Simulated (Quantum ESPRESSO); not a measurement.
# Ta (Im-3m): coupling and resistivity with EPW

Wanted: λ, Tc and ρ(T) of Ta (Im-3m) from Quantum ESPRESSO and EPW.

Program: Quantum ESPRESSO 7.5. Level of theory: DFT LDA, scalar-relativistic, plane waves, PseudoDojo 0.4.1 norm-conserving pseudopotentials. Results are calculated unless marked as measured.

**Measured values to reproduce.**

For Ta (bulk crystal), “Specific Heats and Enthalpies of Technical Solids at Low Temperatures” (1960, NBS Monograph 21, table 3) quotes earlier work: Sommerfeld coefficient γ (electronic heat capacity coefficient, an early compilation) 5.7 mJ/(mol K²).

“Surface-resistance measurements using superconducting stripline resonators” (2013, arxiv:1309.5331) reports for Ta, by microwave stripline resonator (foil much thicker than the skin depth): superconducting transition temperature (superconducting transition seen in surface resistance) 4.5 K.

**1. Set-up**

It takes space group Im-3m (No. 229, cubic). The conventional cell has a = 3.303 Å, b = 3.303 Å, c = 3.303 Å, α = 90.00°, β = 90.00°, γ = 90.00°. Nearest to Ta lie 8 Ta at 2.86 Å.

**2. Relaxation**

The cell is relaxed under the functional used for all that follows.

relax.in reads:

```
 &control
    calculation='vc-relax',
    prefix='x',
    outdir='./tmp',
    pseudo_dir='./pseudo',
    tprnfor=.true.,
    tstress=.true.,
    etot_conv_thr=1.0d-05,
    forc_conv_thr=4.0d-04,
 /
 &system
    ibrav=0,
    nat=1,
    ntyp=1,
    ecutwfc=58.0,
    occupations='smearing',
    smearing='mv',
    degauss=0.02,
 /
 &electrons
    conv_thr=1.0d-11,
 /
 &ions
 /
 &cell
    press_conv_thr=0.4,
 /
ATOMIC_SPECIES
 Ta    180.9479  Ta.upf
CELL_PARAMETERS angstrom
    -1.651280000    1.651280000    1.651280000
     1.651280000   -1.651280000    1.651280000
     1.651280000    1.651280000   -1.651280000
ATOMIC_POSITIONS crystal
 Ta     0.000000000   0.000000000   0.000000000
K_POINTS automatic
 12 12 12 0 0 0
```

Command:

```console
$ OMP_NUM_THREADS=1 mpirun -n 16 pw.x -nk 16 -in relax.in > relax.out
```

Log:

```text
Program PWSCF v.7.5

     This program is part of the open-source Quantum ESPRESSO suite
     for quantum simulation of materials; please cite
         "P. Giannozzi et al., J. Phys.:Condens. Matter 21 395502 (2009);
         "P. Giannozzi et al., J. Phys.:Condens. Matter 29 465901 (2017);
         "P. Giannozzi et al., J. Chem. Phys. 152 154105 (2020);
     in publications or presentations arising from this work. More details at

     Message from routine setup:
     using ibrav=0 with symmetry is DISCOURAGED, use correct ibrav instead

     G-vector sticks info
     --------------------
     sticks:   dense  smooth     PW     G-vecs:    dense   smooth      PW
     Sum         507     507    197                 7155     7155    1721

     Using Slab Decomposition

     bravais-lattice index     =            0
     lattice parameter (alat)  =       5.4048  a.u.
     unit-cell volume          =     121.5399 (a.u.)^3
     number of atoms/cell      =            1
     number of atomic types    =            1
     number of electrons       =        13.00
     number of Kohn-Sham states=           11
     kinetic-energy cutoff     =      58.0000  Ry
     charge density cutoff     =     232.0000  Ry
     scf convergence threshold =      1.0E-11
     mixing beta               =       0.7000
     number of iterations used =            8  plain     mixing
     energy convergence thresh.=      1.0E-05
     force convergence thresh. =      4.0E-04
     press convergence thresh. =      4.0E-01
     Exchange-correlation= SLA  PW   NOGX NOGC
                           (   1   4   0   0   0   0   0)
     nstep                     =           50

     celldm(1)=   5.404807  celldm(2)=   0.000000  celldm(3)=   0.000000
     celldm(4)=   0.000000  celldm(5)=   0.000000  celldm(6)=   0.000000

     crystal axes: (cart. coord. in units of alat)
               a(1) = (  -0.577350   0.577350   0.577350 )
               a(2) = (   0.577350  -0.577350   0.577350 )
               a(3) = (   0.577350   0.577350  -0.577350 )
[...]
number of Kohn-Sham states=           11
     number of k points=    72  Marzari-Vanderbilt smearing, width (Ry)=  0.0200
     estimated scf accuracy    <       0.02161493 Ry
     estimated scf accuracy    <       0.00065828 Ry
     estimated scf accuracy    <       0.00002887 Ry
     estimated scf accuracy    <       0.00000041 Ry
     estimated scf accuracy    <       0.00000002 Ry
     estimated scf accuracy    <          9.7E-11 Ry
     estimated scf accuracy    <       0.00000032 Ry
     estimated scf accuracy    <       0.00000001 Ry
     estimated scf accuracy    <          7.5E-11 Ry
     estimated scf accuracy    <          2.4E-12 Ry
     estimated scf accuracy    <          1.4E-13 Ry
     the Fermi energy is    19.3113 ev
!    total energy              =    -130.32787408 Ry
     estimated scf accuracy    <          1.8E-15 Ry
     convergence has been achieved in   9 iterations
          total   stress  (Ry/bohr**3)                   (kbar)     P=        0.13
   JOB DONE.
```

Wall time 3.2 s (16 MPI ranks of Arm Neoverse V2, shared host).

Numbers from this step:

```yaml
free_energy: -1773.2011 eV
pressure: 0.01300 GPa
volume_per_atom: 17.01 Å³/atom
```

The volume ends at 17.01 Å³ an atom, -5.6 % from the start.

**3. Ground state**

Linear response needs a tightly converged ground state.

scf.in reads:

```
 &control
    calculation='scf',
    prefix='x',
    outdir='./tmp',
    pseudo_dir='./pseudo',
    tprnfor=.true.,
    tstress=.true.,
 /
 &system
    ibrav=0,
    nat=1,
    ntyp=1,
    ecutwfc=58.0,
    occupations='smearing',
    smearing='mv',
    degauss=0.02,
 /
 &electrons
    conv_thr=1.0d-12,
 /
ATOMIC_SPECIES
 Ta    180.9479  Ta.upf
CELL_PARAMETERS angstrom
    -1.620094100    1.620094100    1.620094100
     1.620094100   -1.620094100    1.620094100
     1.620094100    1.620094100   -1.620094100
ATOMIC_POSITIONS crystal
 Ta     0.000000000   0.000000000   0.000000000
K_POINTS automatic
 12 12 12 0 0 0
```

Command:

```console
$ OMP_NUM_THREADS=1 mpirun -n 16 pw.x -nk 16 -in scf.in > scf.out
```

Log:

```text
[banner, memory and clock lines left out]
[...]
number of Kohn-Sham states=           11
     number of k points=    72  Marzari-Vanderbilt smearing, width (Ry)=  0.0200
     estimated scf accuracy    <       0.01840560 Ry
     estimated scf accuracy    <       0.00049813 Ry
     estimated scf accuracy    <       0.00002480 Ry
     estimated scf accuracy    <       0.00000027 Ry
     estimated scf accuracy    <          7.0E-09 Ry
     estimated scf accuracy    <          9.2E-11 Ry
     the Fermi energy is    19.3113 ev
!    total energy              =    -130.32787408 Ry
     estimated scf accuracy    <          9.1E-13 Ry
     convergence has been achieved in   7 iterations
          total   stress  (Ry/bohr**3)                   (kbar)     P=        0.13
```

The job ended after 1.2 s (16 MPI ranks).

Numbers from this step:

| Property | Result |
| --- | --- |
| Fermi energy | 19.31 eV |

The Fermi level lies at 19.31 eV and the pressure is 0.013 GPa.

[end of part 1 of 4]

[The logs of pw.x and epw.x are selected lines.]

[Logs are printed without paths, hosts, clocks, repeated set-up lines and the standing remarks that a program may print on its own settings, such as how far it seeks lower states.]

[Hosts, paths, dates, database ids (printed as entryN), source tags and the programs' standing remarks are cut or masked in the printed files.]
